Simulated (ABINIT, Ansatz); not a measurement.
## Ba2SrTeO6 (R-3): changed settings of a GW run in ABINIT

What do changed inputs do to GW on Ba2SrTeO6 (R-3)?

Calculated with ABINIT 10.8.3; LDA and many-body steps on it, plane waves.

This is a report of a sequence of runs, with most program output left out.

## Step 1: Starting point

Symmetry: R-3, No. 148, trigonal system. The conventional cell has a = 6.189 Å, b = 6.189 Å, c = 14.900 Å, α = 90.00°, β = 90.00°, γ = 120.00°. Nearest to Ba lie 12 O at 2.79 to 3.42 Å. Sr has 6 O at 2.44 Å nearest. Nearest to Te lie 6 O at 1.96 Å. Nearest to O lie 1 Te at 1.96 Å and 1 Sr at 2.44 Å and 4 Ba at 2.79 to 3.42 Å. Farther neighbours and most contacts between anions are not listed.

As a file:

```cif
data_structure
_symmetry_space_group_name_H-M 'P 1'
_symmetry_Int_Tables_number 1
_cell_length_a 6.1184
_cell_length_b 6.1184
_cell_length_c 6.1184
_cell_angle_alpha 60.764
_cell_angle_beta 60.764
_cell_angle_gamma 60.764
_cell_volume 164.75
loop_
_atom_site_label
_atom_site_type_symbol
_atom_site_fract_x
_atom_site_fract_y
_atom_site_fract_z
_atom_site_occupancy
Ba1 Ba 0.25206 0.25206 0.25206 1
Ba2 Ba 0.74794 0.74794 0.74794 1
Sr3 Sr 0.00000 0.00000 0.00000 1
Te4 Te 0.50000 0.50000 0.50000 1
O5 O 0.32844 0.71751 0.22634 1
O6 O 0.71751 0.22634 0.32844 1
O7 O 0.22634 0.32844 0.71751 1
O8 O 0.67156 0.28249 0.77366 1
O9 O 0.77366 0.67156 0.28249 1
O10 O 0.28249 0.77366 0.67156 1
```

The cell and positions are those that the Materials Project relaxed with its own functionals (PBE, PBE+U or r2SCAN), kept fixed. Spin-orbit coupling is left out unless a step names it.

## Step 2: Screening, 2×2×2 mesh, 222 bands, screening to 141.5 eV

This step: ABINIT 10.8.3; RPA screening on LDA, plane waves, norm-conserving pseudopotentials.

The RPA dielectric matrix is built and inverted for each q.

File run.abi:

```
acell 3*1.0 Angstrom
rprim 
  3.094471017325 1.786593674874 4.966610984592
  -3.094471017325 1.786593674874 4.966610984592
  0.000000000000 -3.573187349682 4.966610984616
ntypat 4
znucl 56 38 52 8
natom 10
typat 1 1 2 3 4 4 4 4 4 4
xred 
  0.252060000000 0.252060000000 0.252060000000
  0.747940000000 0.747940000000 0.747940000000
  0.000000000000 0.000000000000 0.000000000000
  0.500000000000 0.500000000000 0.500000000000
  0.328441000000 0.717506000000 0.226340000000
  0.717506000000 0.226340000000 0.328441000000
  0.226340000000 0.328441000000 0.717506000000
  0.671559000000 0.282494000000 0.773660000000
  0.773660000000 0.671559000000 0.282494000000
  0.282494000000 0.773660000000 0.671559000000
pp_dirpath "pseudos"
pseudos "Ba.upf, Sr.upf, Te.upf, O.upf"
ecut 42
ngkpt 2 2 2
nshiftk 1
shiftk 0 0 0
kptopt 1
chksymbreak 0
istwfk *1
occopt 1
irdwfk 1
optdriver 3
nband 222
ecuteps 5.2
inclvkb 2
awtr 1
symchi 1
indata_prefix "in"
outdata_prefix "out"
tmpdata_prefix "tmp"
```

Run with:

```
$ OMP_NUM_THREADS=1 mpirun -n 4 abinit run.abi > log
```

Run time: 9.3 min. Hardware: 4 MPI ranks of Intel Xeon Platinum 8259CL at 2.50GHz (Skylake/Cascade Lake), shared host; peak memory 3.3 GiB; 37 min of CPU time.

This step gave:

```
ε∞ with local fields, on this mesh, along the program's q direction : 4.011
the same without local fields                                       : 4.485
plasma frequency                                                    : 27.45 eV
plane waves in the screening matrix                                 : 615
```

Local fields lower ε∞ by 11 %. On a Γ-centred mesh this coarse the value itself is usually too large, while a short band sum pulls it down.

## Step 3: Base

The self-energy is evaluated for the states that the input lists, and the levels follow from it, in one-shot runs by the linearised quasiparticle equation.

This step: G0W0 on LDA, plane waves, norm-conserving pseudopotentials.

Changes to run.abi since step 2:

```diff
@@ -31,8 +31,17 @@
 irdwfk 1
-optdriver 3
+optdriver 4
 nband 222
+gwcalctyp 0
+ecutsigx 42
+symsigma 1
+nkptgw 2
+kptgw 
+  0.5000000000 0.5000000000 0.0000000000
+  0.0000000000 0.0000000000 0.0000000000
+bdgw 
+  44 47
+  43 48
 ecuteps 5.2
-inclvkb 2
-awtr 1
-symchi 1
+irdscr 1
+ppmodel 1
 indata_prefix "in"
```

Run time: 2.3 min. Hardware: 4 MPI ranks; peak memory 2.5 GiB; 9.2 min of CPU time.

Numbers from this step:

```yaml
g0w0_gap_on_the_points_computed: 4.999 eV
starting_gap_on_the_mesh: 2.939 eV
k_of_the_valence_top: 0.5, 0.5, 0
k_of_the_conduction_bottom: 0, 0, 0
z_at_the_valence_top: 0.782
z_at_the_conduction_bottom: 0.826
least_direct_g0w0_gap_on_the_computed_points: 5.147 eV
```

The gap on the mesh goes from 2.94 eV to 5.00 eV, a correction of +2.06 eV.

## Step 4: Scissors in G

Changes to run.abi since step 3:

```diff
@@ -46,2 +46,3 @@
 ppmodel 1
+mbpt_sciss 0.5 eV
 indata_prefix "in"
```

Elapsed: 2.2 min, on 4 MPI ranks; peak memory 2.5 GiB.

Numbers from this step:

```
G0W0 gap on the points computed              : 5.05 eV
starting gap on the mesh                     : 2.939 eV
k of the valence top                         : 0.5, 0.5, 0
k of the conduction bottom                   : 0, 0, 0
Z at the valence top                         : 0.782
Z at the conduction bottom                   : 0.828
least direct G0W0 gap on the computed points : 5.198 eV
```

## Step 5: A keyword of another program

Changes to run.abi since step 4:

```diff
@@ -46,3 +46,3 @@
 ppmodel 1
-mbpt_sciss 0.5 eV
+ENCUTGW 100
 indata_prefix "in"
```

The job ended after 1.5 s (4 MPI ranks; peak memory 0.05 GiB).

The run stopped with an error after 1.5 s.

The program's words: Found token: `ENCUTGW` in the input file. This name is not one of the registered input variable names (see Action: check your input file. Perhaps you mistyped the input variable, or specified "img", although this was not permitted for this input variable.

The fault put into this input: a keyword of another program.

## Step 6: The runs together

Times are wall times on 4 MPI ranks of Intel Xeon Platinum 8259CL at 2.50GHz (Skylake/Cascade Lake), shared host, good to a factor of about two. A run's time includes the screening step that it read.

```csv
run,mesh,bands,screening cutoff (eV),DFT gap (eV),gap on the mesh (eV),direct (eV),ε∞ used,time
base,2×2×2,222,141.5,2.939,4.999,5.147,4.01,12 min
scissors in G,2×2×2,222,141.5,2.939,5.050,5.198,4.01,12 min
```

## Step 7: What came out

- base: 4.999 eV
- scissors in G: 5.050 eV
- known limits: not at the basis limit; no spin-orbit coupling; coarse k mesh

**Reading.** Scissors in G: +0.051 eV against base (keys changed: mbpt_sciss). Bands and cutoff are finite, so the gap is not at the basis limit. The miss can reach some tenths of an eV and take either sign; the mesh is an error of its own. In the G0W0 runs levels were corrected at 2 k points alone, so a gap called «on the mesh» is the least over those, and an edge elsewhere would be missed. The 2×2×2 mesh is coarse for this cell, which bears on the long-range parts of exchange and screening. The many-body steps are scalar-relativistic: spin-orbit coupling is not in them.

[Paths, hosts, dates, memory and timing lines, banners, echoed tables and standing remarks are left out of the program output.]

[Logs are printed without paths, hosts, clocks, repeated set-up lines and the standing remarks that a program may print on its own settings, such as how far it seeks lower states.]

[Runs of the session that timed out or met a known fault of the program may be left out.]

[Hosts, paths, dates, database ids (printed as entryN), source tags and the programs' standing remarks are cut or masked in the printed files.]

[G0W0 gaps are taken among the corrected bands and points alone; a level outside them can change the order at an edge.]

[Where Ansatz stands beside ABINIT at settings called matched, ABINIT's density can come from a denser mesh and the files from another edition; pairs whose starting gaps differed by over 0.03 eV were left out, so agreement reads better than it is.]
